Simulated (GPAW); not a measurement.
Consider Si2Mo (I4/mmm).

```xyz
3
Lattice="-1.6000 1.6000 3.9305 1.6000 -1.6000 3.9305 1.6000 1.6000 -3.9305" Properties=species:S:1:pos:R:3 pbc="T T T"
Mo    0.0000    0.0000    0.0000
Si    0.0000    0.0000    5.2433
Si    0.0000    0.0000    2.6177
```

Absorber: atom 1, with 10 Si at 2.62 Å and 4 Mo at 3.20 Å (14-fold, site symmetry 4/mmm). Method: GPAW, LDA, excited-electron core hole (neutral cell), 15-atom cell with 6.4 Å between holes, 7×7×7 k points, dipole transitions, Gaussian full width 1.78 eV up to 4 eV, rising linearly to 3.5 eV at 25 eV.

The database entry behind the starting cell is an old determination (1927), so it need not match the best structure at ambient conditions.

Question: What does the Mo L₃ edge look like?

Main maxima up to 30 eV above the zero (height): 1.4 eV (2.96) and 19.2 eV (0.54). At an L edge the dipole rule selects empty d (and weakly s) states on the absorber, and the strong line at the onset measures the empty part of its d band. 

The Mo L₃ spectrum (energy from the lowest empty level; intensity scaled to a mean of 1 over the first 20 eV; polarised curves are means over the symmetry-equivalent atoms):

| E (eV) | isotropic | ε ⊥ c | ε ∥ c |
| --- | --- | --- | --- |
| -2.0 | 0.01 | 0.01 | 0.01 |
| -1.5 | 0.06 | 0.06 | 0.04 |
| -1.0 | 0.22 | 0.24 | 0.17 |
| -0.5 | 0.64 | 0.70 | 0.51 |
| 0.0 | 1.35 | 1.46 | 1.12 |
| 0.5 | 2.19 | 2.31 | 1.94 |
| 1.0 | 2.81 | 2.88 | 2.69 |
| 1.5 | 2.94 | 2.91 | 3.01 |
| 2.0 | 2.68 | 2.59 | 2.85 |
| 2.5 | 2.33 | 2.25 | 2.48 |
| 3.0 | 2.08 | 2.01 | 2.21 |
| 3.5 | 1.87 | 1.79 | 2.03 |
| 4.0 | 1.64 | 1.56 | 1.79 |
| 4.5 | 1.41 | 1.38 | 1.48 |
| 5.0 | 1.24 | 1.25 | 1.21 |
| 5.5 | 1.11 | 1.14 | 1.04 |
| 6.0 | 1.00 | 1.03 | 0.95 |
| 6.5 | 0.90 | 0.91 | 0.90 |
| 7.0 | 0.82 | 0.80 | 0.86 |
| 7.5 | 0.76 | 0.73 | 0.83 |
| 8.0 | 0.72 | 0.68 | 0.80 |
| 8.5 | 0.69 | 0.65 | 0.77 |
| 9.0 | 0.66 | 0.63 | 0.73 |
| 9.5 | 0.63 | 0.61 | 0.67 |
| 10.0 | 0.60 | 0.60 | 0.62 |
| 10.5 | 0.58 | 0.58 | 0.57 |
| 11.0 | 0.56 | 0.58 | 0.53 |
| 11.5 | 0.56 | 0.59 | 0.50 |
| 12.0 | 0.57 | 0.61 | 0.50 |
| 12.5 | 0.59 | 0.63 | 0.51 |
| 13.0 | 0.59 | 0.63 | 0.53 |
| 13.5 | 0.57 | 0.59 | 0.53 |
| 14.0 | 0.52 | 0.52 | 0.51 |
| 14.5 | 0.47 | 0.46 | 0.49 |
| 15.0 | 0.44 | 0.42 | 0.48 |
| 15.5 | 0.43 | 0.40 | 0.48 |
| 16.0 | 0.44 | 0.40 | 0.50 |
| 16.5 | 0.45 | 0.42 | 0.52 |
| 17.0 | 0.48 | 0.45 | 0.53 |
| 17.5 | 0.50 | 0.48 | 0.53 |
| 18.0 | 0.52 | 0.52 | 0.52 |
| 18.5 | 0.53 | 0.55 | 0.50 |
| 19.0 | 0.54 | 0.57 | 0.48 |
| 19.5 | 0.54 | 0.58 | 0.46 |
| 20.0 | 0.53 | 0.57 | 0.45 |
| 20.5 | 0.50 | 0.54 | 0.43 |
| 21.0 | 0.47 | 0.50 | 0.42 |
| 21.5 | 0.44 | 0.46 | 0.40 |
| 22.0 | 0.41 | 0.43 | 0.38 |
| 22.5 | 0.39 | 0.41 | 0.36 |
| 23.0 | 0.38 | 0.39 | 0.34 |
| 23.5 | 0.37 | 0.39 | 0.33 |
| 24.0 | 0.36 | 0.38 | 0.32 |
| 24.5 | 0.35 | 0.37 | 0.31 |
| 25.0 | 0.35 | 0.36 | 0.31 |
| 25.5 | 0.34 | 0.36 | 0.32 |
| 26.0 | 0.34 | 0.35 | 0.32 |
| 26.5 | 0.35 | 0.35 | 0.34 |
| 27.0 | 0.36 | 0.36 | 0.35 |
| 27.5 | 0.37 | 0.37 | 0.38 |
| 28.0 | 0.39 | 0.39 | 0.40 |
| 28.5 | 0.41 | 0.40 | 0.43 |
| 29.0 | 0.44 | 0.42 | 0.46 |
| 29.5 | 0.46 | 0.44 | 0.50 |
| 30.0 | 0.49 | 0.46 | 0.53 |
| 30.5 | 0.51 | 0.48 | 0.57 |
| 31.0 | 0.53 | 0.49 | 0.60 |

Only the L₃ part is meant: spin–orbit coupling of the core level isn't computed and the L₂ copy isn't added. The script folds with a Gaussian, whereas the core hole's own line is a Lorentzian, so the onset is too steep and the first peak too high. The holes are only 6.4 Å apart, so the shape is probably not converged with cell size; no larger cell was run here. The structure is a published determination, not relaxed.

[Banner, clock and machine lines of the logs are left out without a mark of their own.]

[Logs are printed without paths, hosts, clocks, repeated set-up lines and the standing remarks that a program may print on its own settings, such as how far it seeks lower states.]

[Hosts, paths, dates, database ids (printed as entryN), source tags and the programs' standing remarks are cut or masked in the printed files.]

[Lists of maxima count a maximum above −3 eV only where it reaches 4 % of the highest in the window and stands out from its surroundings by 2 % of it (1.5 % where it reaches 55 %); shoulders and weaker maxima are passed over, and of the rest the first, up to two pre-edge ones and the few strongest are named.]
